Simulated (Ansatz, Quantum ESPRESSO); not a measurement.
# HfO2 (Fm-3m): from the cell to the phonon bands, part 2 of 2

Aim: the phonon dispersion of HfO2 (Fm-3m), checked by a second program.

Quantum ESPRESSO 7.5; DFT LDA, scalar-relativistic, plane waves, JTH PAW pseudopotentials.

So far. Step 8 (Interpolated phonon bands): The path dips to 202i cm⁻¹. Step 10 (Zone-centre analysis): The rule moves no optical mode by more than 0.1 cm⁻¹. The relaxed cell has a = 4.978 Å (conventional setting).

### 13. The LO-TO splitting (1 0 0)

A longitudinal polar mode sets up a macroscopic field that stiffens it; the term hangs on the direction from which q goes to zero.

dynmat.in

```
 &input
    fildyn='x.dyn1',
    asr='simple',
    fileig='dynmat.eig',
    q(1)=1.0,
    q(2)=0.0,
    q(3)=0.0,
 /
```

Launch:

```bash
> dynmat.x -in dynmat.in > dynmat.out
```

Wall time 0.45 s (1 thread of Arm Neoverse V2, shared host).

Numbers from this step:

```yaml
highest_mode_moved_by_the_lo_to_term: 640.8 cm⁻¹
```

Zone-centre frequencies as printed; negative means imaginary. Modes:

```tsv
mode	frequency (cm⁻¹)
1	0
2	0
3	0
4	267.6
5	267.6
6	608.4
7	608.4
8	608.4
9	640.8
```

The field moves one mode, from 268 to 641 cm⁻¹; the others stay.

### 14. The dispersion under another sum rule (asr all)

The sum rule corrects the force constants themselves, so it can shift branches at any wavevector, low ones most.

matdyn.in

```
 &input
    asr='all',
    flfrc='x.fc',
    flfrq='x.freq',
    flvec='x.modes',
    q_in_band_form=.true.,
    q_in_cryst_coord=.true.,
 /
8
  0.0000000   0.0000000   0.0000000   8  ! GAMMA
  0.0000000   0.5000000   0.5000000   8  ! X
  0.0000000   0.6250000   0.3750000   1  ! U
 -0.3750000   0.3750000  -0.0000000   8  ! K
  0.0000000   0.0000000   0.0000000   8  ! GAMMA
 -0.0000000   0.5000000  -0.0000000   8  ! L
 -0.2500000   0.5000000   0.2500000   8  ! W
  0.0000000   0.5000000   0.5000000   1  ! X
```

Launch:

```bash
> matdyn.x -in matdyn.in > matdyn.out
```

It took 0.5 s on 1 thread.

At the labelled points the branches move by no more than 0.2 cm⁻¹. The log warns that this rule wants the long-range part of the force constants stored apart (write_lr, read_lr) in a polar crystal, which was not done.

### 15. The same in Ansatz

The same cell goes through another code, with its own cutoff. The potentials differ. Its k mesh is centred on Γ.

This step: DFT LDA, scalar-relativistic, plane waves, PAW (Ansatz 0.2.0).

input.yaml

```yaml
crystal:
  lattice:
    - [-2.4891308057, 0.0, 2.4891308057]
    - [0.0, 2.4891308057, 2.4891308057]
    - [-2.4891308057, 2.4891308057, 0.0]
  atoms:
    - { symbol: Hf, position: [0.0, 0.0, 0.0] }
    - { symbol: O, position: [0.75, 0.75, 0.75] }
    - { symbol: O, position: [0.25, 0.25, 0.25] }
kpoints:
  mp_grid: { grid: [8, 8, 8] }
hamiltonian:
  xc: lda
scf:
  occupations: { method: fixed }
output:
  eigenvalues: true
phonons:
  method: dfpt
  dielectric: true
  rigid_motions: translations
  qmesh: [4, 4, 4]
  temperatures: { t_max: 1000, t_step: 50 }
  qpath:
    path:
      - [[0.0, 0.0, 0.0], [0.0, 0.5, 0.5], [0.0, 0.625, 0.375]]
      - [[-0.375, 0.375, 0.0], [0.0, 0.0, 0.0], [0.0, 0.5, 0.0], [-0.25, 0.5, 0.25], [0.0, 0.5, 0.5]]
    npoints: 12
```

Launch:

```bash
> ansatz run input.yaml --threads 4 --pin off --max-ram 8192MiB --backend cpu --events-out ev --progress --plain --runs-dir out
```

It took 83 s on 4 threads; peak memory 1.3 GiB.

Numbers from this step:

- gap on the k-mesh: 3.693 eV
- sum-rule residual before enforcement: 1.56e-4 eV/Å²
- miss of the charge sum rule: 1.88e-5 e
- lowest frequency on the path: -208.1 cm⁻¹
- share of modes beyond 3i cm⁻¹ on the dense interpolated mesh: 0.0084
- highest optical zone-centre mode (no LO-TO term): 608.8 cm⁻¹
- lowest optical zone-centre mode: 262.6 cm⁻¹
- mean high-frequency dielectric constant: 5.391
- largest Born charge in size (third of the trace): 5.595 e
- mean static dielectric constant: 32.08
- highest mode moved by the LO-TO term: 640.6 cm⁻¹
- lowest mode on the q mesh (acoustic ones at the zone centre apart): -208.1 cm⁻¹

Transverse modes. Lines of the infrared spectrum (strongest = 100):

```tsv
position (cm⁻¹)	label	IR intensity ((D/Å)²/amu), degenerate modes summed, relative
263	T1u	100
609	T2g	0.0
```

### 16. Side by side: QE JTH and Ansatz, PAW

Numbers from this step:

* root-mean-square difference: 2.45 cm⁻¹
* largest difference: 10.7 cm⁻¹
* root-mean-square difference on the path: 4.3 cm⁻¹
* largest difference on the path: 61.4 cm⁻¹

The 12 of 69 modes that differ most. Frequencies side by side:

```tsv
q (reciprocal lattice)	mode	QE JTH (cm⁻¹)	Ansatz, PAW (cm⁻¹)
0 0 0	4	267.6	262.6
0 0 0	5	267.6	262.6
0 0 0	6	267.6	262.6
0 0 0.25	4	347.7	344.7
0 0 0.25	5	347.7	344.7
0 0 -0.5	4	429.5	426.7
0 0 -0.5	5	429.5	426.7
0 0 -0.5	6	524.9	519.9
0 0.25 -0.25	5	449.6	446.5
0 -0.5 -0.5	1	-202	-208.1
0.25 -0.5 -0.25	1	100.8	90.1
0.25 -0.5 -0.25	5	267.5	270
```

The two runs side by side. Further quantities:

```tsv
quantity	QE JTH	Ansatz, PAW
mean ε∞	5.303	5.391
largest Born charge in size (e; the first before, the second after the charge sum rule)	5.529	5.595
```

At the solved wavevectors the largest difference (acoustic modes at Γ apart) is 1 % of the highest mode (on the interpolated path 9 %), but 11 % of the mode at 101 cm⁻¹ on which it sits.

### 17. What came out

| Quantity | Value |
| --- | --- |
| space group after relaxation | Fm-3m |
| volume per atom | 10.3 Å³ |
| gap on the k-mesh | 3.73 eV |
| highest optical zone-centre mode (no LO-TO term) | 608.4 cm⁻¹ |
| lowest optical zone-centre mode | 267.6 cm⁻¹ |
| highest mode moved by the LO-TO term | 640.8 cm⁻¹ |
| mean high-frequency dielectric constant | 5.30 |
| largest Born charge in size (third of the trace) | 5.53 e |
| mean static dielectric constant | 30.4 |
| q mesh | 4×4×4 |
| lowest mode on the q mesh (acoustic ones at the zone centre apart) | -202.0 cm⁻¹ |
| imaginary modes on the q mesh | yes |
| largest difference from Ansatz, PAW | 10.7 cm⁻¹ |

What this shows: HfO2 (Fm-3m) is unstable: a mode solved on the 4×4×4 mesh is imaginary, 202i cm⁻¹; its spectrum reaches 718 cm⁻¹. At the LDA level the optical modes of HfO2 (Fm-3m) at the zone centre (no LO-TO term) run from 268 to 608 cm⁻¹. Along the directions run, the highest mode that the macroscopic field moves lies at 641 cm⁻¹. Lattice motion raises the mean dielectric constant from 5.303 to 30.41. The Born charge of O is -2.765 e against a formal charge of -2: displacements drive charge along the bonds, a mark of mixed ionic and covalent bonding and of large LO-TO splittings. The most unstable solved mode lies at q = (0, -0.5, -0.5), on the zone boundary, so the distortion that it points to doubles the cell. Of the 6 optical modes, 3 are infrared active alone and 3 are Raman active alone; inversion symmetry keeps the two sets apart. QE JTH and Ansatz, PAW differ by 2.5 cm⁻¹ in the root mean square and by 10.7 cm⁻¹ at most, 1.5 % of the highest mode compared (acoustic modes at Γ left out; ph.x's values are those before the sum rule); the two use different potentials, and the cell was not relaxed for the second set. Their interpolated bands part by up to 61 cm⁻¹. These are harmonic frequencies at zero temperature: anharmonic shifts and linewidths and thermal expansion are left out. Spin-orbit coupling is left out, which can matter for the heavy elements here.

[Host names and launcher messages were left out of these logs when they were recorded.]

[Logs are printed without paths, hosts, clocks, repeated set-up lines and the standing remarks that a program may print on its own settings, such as how far it seeks lower states.]

[Hosts, paths, dates, database ids (printed as entryN), source tags and the programs' standing remarks are cut or masked in the printed files.]
